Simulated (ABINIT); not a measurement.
# CsSnI3 (Pm-3m): G0W0 in ABINIT against the bands in the screening

Wanted: the cheapest bands in the screening that holds the gap of CsSnI3 (Pm-3m).

Program: ABINIT 10.8.3. Level of theory: PBE and many-body steps on it, plane waves. Results are calculated unless marked as measured.

## Step 1: The starting structure

It takes space group Pm-3m (No. 221, cubic). The conventional cell has a = 6.286 Å, b = 6.286 Å, c = 6.286 Å, α = 90.00°, β = 90.00°, γ = 90.00°. Nearest to Cs lie 12 I at 4.45 Å. Nearest to Sn lie 6 I at 3.14 Å. I has 2 Sn at 3.14 Å and 4 Cs at 4.45 Å nearest. Farther neighbours and most contacts between anions are not listed.

The cell and positions are those that the Materials Project relaxed with its own functionals (PBE, PBE+U or r2SCAN), kept fixed. Spin-orbit coupling is left out unless a step names it.

## Step 2: Screening, 2×2×2 mesh, 30 bands, screening to 106.1 eV

This step: ABINIT 10.8.3; RPA screening on PBE, plane waves, norm-conserving pseudopotentials.

The RPA dielectric matrix is built and inverted for each q.

File run.abi:

```
acell 3*1.0 Angstrom
rprim 
  6.286228000000 0.000000000000 0.000000000000
  0.000000000000 6.286228000000 0.000000000000
  0.000000000000 0.000000000000 6.286228000000
ntypat 3
znucl 55 50 53
natom 5
typat 1 2 3 3 3
xred 
  0.500000000000 0.500000000000 0.500000000000
  0.000000000000 0.000000000000 0.000000000000
  0.500000000000 0.000000000000 0.000000000000
  0.000000000000 0.000000000000 0.500000000000
  0.000000000000 0.500000000000 0.000000000000
pp_dirpath "pseudos"
pseudos "Cs.upf, Sn.upf, I.upf"
ecut 32
ngkpt 2 2 2
nshiftk 1
shiftk 0 0 0
kptopt 1
chksymbreak 0
istwfk *1
occopt 1
irdwfk 1
optdriver 3
nband 30
ecuteps 3.9
inclvkb 2
awtr 1
symchi 1
indata_prefix "in"
outdata_prefix "out"
tmpdata_prefix "tmp"
```

Run with:

```console
$ OMP_NUM_THREADS=1 mpirun -n 8 abinit run.abi > log
```

Output:

```text
.Version 10.8.3 of ABINIT. v10.8.2 released Aug 2026.

 Symmetries : space group Pm -3 m (#221); Bravais cP (primitive cubic)
[... echo of the input left out ...]
== DATASET  1 ==================================================================
-   mpi_nproc: 8, omp_nthreads: 1 (-1 if OMP is not activated)

--- !DatasetInfo
iteration_state: {dtset: 1, }
dimensions: {natom: 5, nkpt: 4, mband: 30, nsppol: 1, nspinor: 1, nspden: 1, mpw: 14592, }
cutoff_energies: {ecut:  32.0, pawecutdg:  -1.0, }
electrons: {nelect:   4.40000000E+01, charge:   0.00000000E+00, occopt:   1.00000000E+00, tsmear:   1.00000000E-02, }

 SCREENING: Calculation of the susceptibility and dielectric matrices

 Based on a program developped by R.W. Godby, V. Olevano, G. Onida, and L. Reining.
 Incorporated in ABINIT by V. Olevano, G.-M. Rignanese, and M. Torrent.
.Using double precision arithmetic ; gwpc =  8

[... cell and pseudopotentials left out ...]
--------------------------------------------------------------------------------

 ==== K-mesh for the wavefunctions ====
 Number of points in the irreducible wedge :     4
[... list of points left out ...]
 Together with 48 symmetry operations and time-reversal symmetry
 yields     8 points in the full Brillouin Zone.

 ==== Q-mesh for the screening function ====
 Number of points in the irreducible wedge :     4
[... list of points left out ...]
 Together with 48 symmetry operations and time-reversal symmetry
 yields     8 points in the full Brillouin Zone.

 setmesh: FFT mesh size selected  =    45x   45x   45
          total number of points  =        91125

 vcoul_init : cutoff-mode = AUXILIARY_FUNCTION
 q-points for optical limit:   1
     1)      0.000010    0.000020    0.000030

- screening: taking advantage of time-reversal symmetry
- Maximum band index for partially occupied states nbvw = 22
- Remaining bands to be divided among processors   nbcw = 8
- Number of bands treated by each node ~1

 Number of electrons calculated from density =   44.0000; Expected =   44.0000
 average of density, n =  0.026247
 r_s =    2.0874
 omega_plasma =   15.6278 [eV]

 calculating chi0 at frequencies [eV] :
  1    0.000000E+00    0.000000E+00
  2    0.000000E+00    1.562782E+01

--------------------------------------------------------------------------------
  q-point number  1        q = ( 0.000000, 0.000000, 0.000000) [r.l.u.]
--------------------------------------------------------------------------------
[... chi0 elements left out ...]
 For q-point:  0.000010 0.000020 0.000030
  dielectric constant = 107.5058
  dielectric constant without local fields = 141.6264

  Average fulfillment of the sum rule on Im[epsilon] for q-point    1 :     11.33  [%]
[... wings left out ...]
  q-point number  2        q = ( 0.500000, 0.000000, 0.000000) [r.l.u.]
--------------------------------------------------------------------------------
[... chi0 elements left out ...]
  Average fulfillment of the sum rule on Im[epsilon] for q-point    2 :     20.66  [%]

 [... 2 further q-points ...]
```

Elapsed: 8.3 s, on 8 MPI ranks of Intel Xeon Platinum 8488C (Sapphire Rapids), shared host; peak memory 3.2 GiB; 64 s of CPU time.

Numbers from this step:

```
ε∞ with local fields, on this mesh, along the program's q direction : 107.5
the same without local fields                                       : 141.6
plasma frequency                                                    : 15.63 eV
plane waves in the screening matrix                                 : 619
```

Local fields lower ε∞ by 24 %. The value itself is an artefact of the mesh, where one narrow direct gap carries too much weight.

## Step 3: 30 bands

This step: G0W0 on PBE, plane waves, norm-conserving pseudopotentials.

run.abi, as its differences from that of step 2:

```diff
@@ -26,8 +26,17 @@
 irdwfk 1
-optdriver 3
-nband 30
+optdriver 4
+nband 164
+gwcalctyp 0
+ecutsigx 32
+symsigma 1
+nkptgw 2
+kptgw 
+  0.5000000000 0.5000000000 0.5000000000
+  0.0000000000 0.0000000000 0.0000000000
+bdgw 
+  19 25
+  20 25
 ecuteps 3.9
-inclvkb 2
-awtr 1
-symchi 1
+irdscr 1
+ppmodel 1
 indata_prefix "in"
```

Output:

```text
.Version 10.8.3 of ABINIT. v10.8.2 released Aug 2026.

 Symmetries : space group Pm -3 m (#221); Bravais cP (primitive cubic)
[... echo of the input left out ...]
== DATASET  1 ==================================================================
-   mpi_nproc: 8, omp_nthreads: 1 (-1 if OMP is not activated)

--- !DatasetInfo
iteration_state: {dtset: 1, }
dimensions: {natom: 5, nkpt: 4, mband: 164, nsppol: 1, nspinor: 1, nspden: 1, mpw: 14592, }
cutoff_energies: {ecut:  32.0, pawecutdg:  -1.0, }
electrons: {nelect:   4.40000000E+01, charge:   0.00000000E+00, occopt:   1.00000000E+00, tsmear:   1.00000000E-02, }

 SIGMA: Calculation of the GW corrections

 Based on a program developped by R.W. Godby, V. Olevano, G. Onida, and L. Reining.
 Incorporated in ABINIT by V. Olevano, G.-M. Rignanese, and M. Torrent.
.Using double precision arithmetic ; gwpc =  8

[... cell and pseudopotentials left out ...]
--------------------------------------------------------------------------------

 ==== K-mesh for the wavefunctions ====
 Number of points in the irreducible wedge :     4
[... list of points left out ...]
 Together with 48 symmetry operations and time-reversal symmetry
 yields     8 points in the full Brillouin Zone.

 ==== Q-mesh for screening function ====
 Number of points in the irreducible wedge :     4
[... list of points left out ...]
 Together with 48 symmetry operations and time-reversal symmetry
 yields     8 points in the full Brillouin Zone.

 vcoul_init : cutoff-mode = AUXILIARY_FUNCTION
 q-points for optical limit:   1
     1)      0.000010    0.000020    0.000030
 setmesh: FFT mesh size selected  =    64x   64x   64
          total number of points  =       262144

 Number of electrons calculated from density =   44.0000; Expected =   44.0000
 average of density, n =  0.026247
 r_s =    2.0874
 omega_plasma =   15.6278 [eV]

 === KS Band Gaps ===
  >>>> For spin  1
   Minimum direct gap =   0.4710 [eV], located at k-point      :   0.5000  0.5000  0.5000
   Fundamental gap    =   0.4710 [eV], Top of valence bands at :   0.5000  0.5000  0.5000
                                       Bottom of conduction at :   0.5000  0.5000  0.5000
 SIGMA fundamental parameters:
 PLASMON POLE MODEL  1
 number of plane-waves for SigmaX                14411
 number of plane-waves for SigmaC and W            619
 number of plane-waves for wavefunctions         14411
 number of bands                                   164
 number of independent spin polarizations            1
 number of spinorial components                      1
 number of k-points in IBZ                           4
 number of q-points in IBZ                           4
 number of symmetry operations                      48
 number of k-points in BZ                            8
 number of q-points in BZ                            8
 number of frequencies for dSigma/dE                 9
 frequency step for dSigma/dE [eV]                0.25
 number of omega for Sigma on real axis              0
 max omega for Sigma on real axis  [eV]           0.00
 zcut for avoiding poles [eV]                     0.10

 EPSILON^-1 parameters (SCR file):
 dimension of the eps^-1 matrix on file            619
 dimension of the eps^-1 matrix used               619
 number of plane-waves for wavefunctions         14411
 number of bands                                    30
 number of q-points in IBZ                           4
 number of frequencies                               2
 number of real frequencies                          1
 number of imag frequencies                          1

 matrix elements of self-energy operator (all in [eV])

 Perturbative Calculation

--- !SelfEnergy_ee
iteration_state: {dtset: 1, }
kpoint     : [   0.500,    0.500,    0.500, ]
spin       : 1
KS_gap     :    0.471
QP_gap     :    1.049
Delta_QP_KS:    0.578
data: !SigmaeeData |
     Band     E0 <VxcDFT>   SigX SigC(E0)      Z dSigC/dE  Sig(E)    E-E0       E
       19   0.434 -11.246 -14.014   2.596   0.765  -0.308 -11.377  -0.131   0.303
       20   0.434 -11.246 -14.014   2.596   0.765  -0.308 -11.377  -0.131   0.303
       21   0.434 -11.246 -14.014   2.596   0.765  -0.308 -11.377  -0.131   0.303
       22   1.957 -12.174 -13.643   1.643   0.771  -0.297 -12.040   0.134   2.091
       23   2.428  -9.575  -6.406  -2.246   0.772  -0.296  -8.863   0.712   3.140
       24   2.428  -9.575  -6.406  -2.246   0.772  -0.296  -8.863   0.712   3.140
[...]
--- !SelfEnergy_ee
iteration_state: {dtset: 1, }
kpoint     : [   0.000,    0.000,    0.000, ]
spin       : 1
KS_gap     :    4.306
QP_gap     :    5.262
Delta_QP_KS:    0.956
data: !SigmaeeData |
     Band     E0 <VxcDFT>   SigX SigC(E0)      Z dSigC/dE  Sig(E)    E-E0       E
[...]
23   4.321  -5.729  -2.349  -2.387   0.824  -0.213  -4.911   0.817   5.139
       24   5.326  -6.045  -2.592  -2.356   0.825  -0.212  -5.140   0.905   6.231
       25   5.326  -6.045  -2.592  -2.356   0.825  -0.212  -5.140   0.905   6.231

== END DATASET(S) ==============================================================
================================================================================

 -outvars: echo values of variables after computation  --------
           etotal      0.0000000000E+00
            nband         164
             nkpt           4
          spgroup         221
 [... the other variables as echoed above ...]

 Calculation completed.
```

Elapsed: 25 s, on 8 MPI ranks; peak memory 3.5 GiB; 3.3 min of CPU time.

Numbers from this step:

```yaml
g0w0_gap_on_the_points_computed: 1.049 eV
starting_gap_on_the_mesh: 0.4710 eV
k_of_the_valence_top: 0.5, 0.5, 0.5
k_of_the_conduction_bottom: 0.5, 0.5, 0.5
z_at_the_valence_top: 0.771
z_at_the_conduction_bottom: 0.772
least_direct_g0w0_gap_on_the_computed_points: 1.049 eV
```

## Step 4: Screening, 2×2×2 mesh, 54 bands, screening to 106.1 eV

This step: RPA screening on PBE, plane waves, norm-conserving pseudopotentials.

run.abi, as its differences from that of step 3:

```diff
@@ -26,17 +26,8 @@
 irdwfk 1
-optdriver 4
-nband 164
-gwcalctyp 0
-ecutsigx 32
-symsigma 1
-nkptgw 2
-kptgw 
-  0.5000000000 0.5000000000 0.5000000000
-  0.0000000000 0.0000000000 0.0000000000
-bdgw 
-  19 25
-  20 25
+optdriver 3
+nband 54
 ecuteps 3.9
-irdscr 1
-ppmodel 1
+inclvkb 2
+awtr 1
+symchi 1
 indata_prefix "in"
```

Output:

```text
.Version 10.8.3 of ABINIT. v10.8.2 released Aug 2026.

 Symmetries : space group Pm -3 m (#221); Bravais cP (primitive cubic)
[... echo of the input left out ...]
== DATASET  1 ==================================================================
-   mpi_nproc: 8, omp_nthreads: 1 (-1 if OMP is not activated)

--- !DatasetInfo
iteration_state: {dtset: 1, }
dimensions: {natom: 5, nkpt: 4, mband: 54, nsppol: 1, nspinor: 1, nspden: 1, mpw: 14592, }
cutoff_energies: {ecut:  32.0, pawecutdg:  -1.0, }
electrons: {nelect:   4.40000000E+01, charge:   0.00000000E+00, occopt:   1.00000000E+00, tsmear:   1.00000000E-02, }

 SCREENING: Calculation of the susceptibility and dielectric matrices

 Based on a program developped by R.W. Godby, V. Olevano, G. Onida, and L. Reining.
 Incorporated in ABINIT by V. Olevano, G.-M. Rignanese, and M. Torrent.
.Using double precision arithmetic ; gwpc =  8

[... cell and pseudopotentials left out ...]
--------------------------------------------------------------------------------

 ==== K-mesh for the wavefunctions ====
 Number of points in the irreducible wedge :     4
[... list of points left out ...]
 Together with 48 symmetry operations and time-reversal symmetry
 yields     8 points in the full Brillouin Zone.

 ==== Q-mesh for the screening function ====
 Number of points in the irreducible wedge :     4
[... list of points left out ...]
 Together with 48 symmetry operations and time-reversal symmetry
 yields     8 points in the full Brillouin Zone.

 setmesh: FFT mesh size selected  =    45x   45x   45
          total number of points  =        91125

 vcoul_init : cutoff-mode = AUXILIARY_FUNCTION
 q-points for optical limit:   1
     1)      0.000010    0.000020    0.000030

- screening: taking advantage of time-reversal symmetry
- Maximum band index for partially occupied states nbvw = 22
- Remaining bands to be divided among processors   nbcw = 32
- Number of bands treated by each node ~4

 Number of electrons calculated from density =   44.0000; Expected =   44.0000
 average of density, n =  0.026247
 r_s =    2.0874
 omega_plasma =   15.6278 [eV]

 calculating chi0 at frequencies [eV] :
  1    0.000000E+00    0.000000E+00
  2    0.000000E+00    1.562782E+01

--------------------------------------------------------------------------------
  q-point number  1        q = ( 0.000000, 0.000000, 0.000000) [r.l.u.]
--------------------------------------------------------------------------------
[... chi0 elements left out ...]
 For q-point:  0.000010 0.000020 0.000030
  dielectric constant = 109.8986
  dielectric constant without local fields = 142.4507

  Average fulfillment of the sum rule on Im[epsilon] for q-point    1 :     35.73  [%]
[... wings left out ...]
  q-point number  2        q = ( 0.500000, 0.000000, 0.000000) [r.l.u.]
--------------------------------------------------------------------------------
[... chi0 elements left out ...]
  Average fulfillment of the sum rule on Im[epsilon] for q-point    2 :     50.06  [%]

 [... 2 further q-points ...]
```

Wall time 16 s (8 MPI ranks); peak memory 3.3 GiB; 2.1 min of CPU time.

This step gave:

```
ε∞ with local fields, on this mesh, along the program's q direction : 109.9
the same without local fields                                       : 142.5
plasma frequency                                                    : 15.63 eV
plane waves in the screening matrix                                 : 619
```

## Step 5: 54 bands

The self-energy is evaluated for the states that the input lists, and the levels follow from it, in one-shot runs by the linearised quasiparticle equation.

This step: G0W0 on PBE, plane waves, norm-conserving pseudopotentials.

run.abi, as its differences from that of step 4:

```diff
@@ -26,8 +26,17 @@
 irdwfk 1
-optdriver 3
-nband 54
+optdriver 4
+nband 164
+gwcalctyp 0
+ecutsigx 32
+symsigma 1
+nkptgw 2
+kptgw 
+  0.5000000000 0.5000000000 0.5000000000
+  0.0000000000 0.0000000000 0.0000000000
+bdgw 
+  19 25
+  20 25
 ecuteps 3.9
-inclvkb 2
-awtr 1
-symchi 1
+irdscr 1
+ppmodel 1
 indata_prefix "in"
```

Output:

```text
.Version 10.8.3 of ABINIT. v10.8.2 released Aug 2026.

 Symmetries : space group Pm -3 m (#221); Bravais cP (primitive cubic)
[... echo of the input left out ...]
== DATASET  1 ==================================================================
-   mpi_nproc: 8, omp_nthreads: 1 (-1 if OMP is not activated)

--- !DatasetInfo
iteration_state: {dtset: 1, }
dimensions: {natom: 5, nkpt: 4, mband: 164, nsppol: 1, nspinor: 1, nspden: 1, mpw: 14592, }
cutoff_energies: {ecut:  32.0, pawecutdg:  -1.0, }
electrons: {nelect:   4.40000000E+01, charge:   0.00000000E+00, occopt:   1.00000000E+00, tsmear:   1.00000000E-02, }

 SIGMA: Calculation of the GW corrections

 Based on a program developped by R.W. Godby, V. Olevano, G. Onida, and L. Reining.
 Incorporated in ABINIT by V. Olevano, G.-M. Rignanese, and M. Torrent.
.Using double precision arithmetic ; gwpc =  8

[... cell and pseudopotentials left out ...]
--------------------------------------------------------------------------------

 ==== K-mesh for the wavefunctions ====
 Number of points in the irreducible wedge :     4
[... list of points left out ...]
 Together with 48 symmetry operations and time-reversal symmetry
 yields     8 points in the full Brillouin Zone.

 ==== Q-mesh for screening function ====
 Number of points in the irreducible wedge :     4
[... list of points left out ...]
 Together with 48 symmetry operations and time-reversal symmetry
 yields     8 points in the full Brillouin Zone.

 vcoul_init : cutoff-mode = AUXILIARY_FUNCTION
 q-points for optical limit:   1
     1)      0.000010    0.000020    0.000030
 setmesh: FFT mesh size selected  =    64x   64x   64
          total number of points  =       262144

 Number of electrons calculated from density =   44.0000; Expected =   44.0000
[...]
number of omega for Sigma on real axis              0
 max omega for Sigma on real axis  [eV]           0.00
 zcut for avoiding poles [eV]                     0.10

 EPSILON^-1 parameters (SCR file):
 dimension of the eps^-1 matrix on file            619
 dimension of the eps^-1 matrix used               619
 number of plane-waves for wavefunctions         14411
 number of bands                                    54
 number of q-points in IBZ                           4
 number of frequencies                               2
 number of real frequencies                          1
 number of imag frequencies                          1

 matrix elements of self-energy operator (all in [eV])

 Perturbative Calculation

--- !SelfEnergy_ee
iteration_state: {dtset: 1, }
kpoint     : [   0.500,    0.500,    0.500, ]
spin       : 1
KS_gap     :    0.471
QP_gap     :    0.872
Delta_QP_KS:    0.401
data: !SigmaeeData |
     Band     E0 <VxcDFT>   SigX SigC(E0)      Z dSigC/dE  Sig(E)    E-E0       E
       19   0.434 -11.246 -14.014   2.615   0.768  -0.302 -11.364  -0.118   0.316
       20   0.434 -11.246 -14.014   2.615   0.768  -0.302 -11.364  -0.118   0.316
       21   0.434 -11.246 -14.014   2.615   0.768  -0.302 -11.364  -0.118   0.316
[...]
--- !SelfEnergy_ee
iteration_state: {dtset: 1, }
kpoint     : [   0.000,    0.000,    0.000, ]
spin       : 1
KS_gap     :    4.306
QP_gap     :    4.770
Delta_QP_KS:    0.464
data: !SigmaeeData |
     Band     E0 <VxcDFT>   SigX SigC(E0)      Z dSigC/dE  Sig(E)    E-E0       E
[...]
24   5.326  -6.045  -2.592  -2.911   0.822  -0.217  -5.599   0.446   5.772
       25   5.326  -6.045  -2.592  -2.911   0.822  -0.217  -5.599   0.446   5.772

== END DATASET(S) ==============================================================
================================================================================

 -outvars: echo values of variables after computation  --------
           etotal      0.0000000000E+00
            nband         164
             nkpt           4
          spgroup         221
 [... the other variables as echoed above ...]

 Calculation completed.
```

Wall time 25 s (8 MPI ranks); peak memory 3.5 GiB.

This step gave:

* G0W0 gap on the points computed: 0.8720 eV
* starting gap on the mesh: 0.4710 eV
* k of the valence top: 0.5, 0.5, 0.5
* k of the conduction bottom: 0.5, 0.5, 0.5
* Z at the valence top: 0.776
* Z at the conduction bottom: 0.781
* least direct G0W0 gap on the computed points: 0.8720 eV

The gap on the mesh goes from 0.47 eV to 0.87 eV, a correction of +0.40 eV.

[end of part 1 of 2]

[Paths, hosts, dates, memory and timing lines, banners, echoed tables and standing remarks are left out of the program output.]

[Logs are printed without paths, hosts, clocks, repeated set-up lines and the standing remarks that a program may print on its own settings, such as how far it seeks lower states.]

[Runs of the session that timed out or met a known fault of the program may be left out.]

[No measured gap is set beside runs whose start may be inverted or whose files or cutoffs have a known fault.]

[Hosts, paths, dates, database ids (printed as entryN), source tags and the programs' standing remarks are cut or masked in the printed files.]

[G0W0 gaps are taken among the corrected bands and points alone; a level outside them can change the order at an edge.]

[Where Ansatz stands beside ABINIT at settings called matched, ABINIT's density can come from a denser mesh and the files from another edition; pairs whose starting gaps differed by over 0.03 eV were left out, so agreement reads better than it is.]
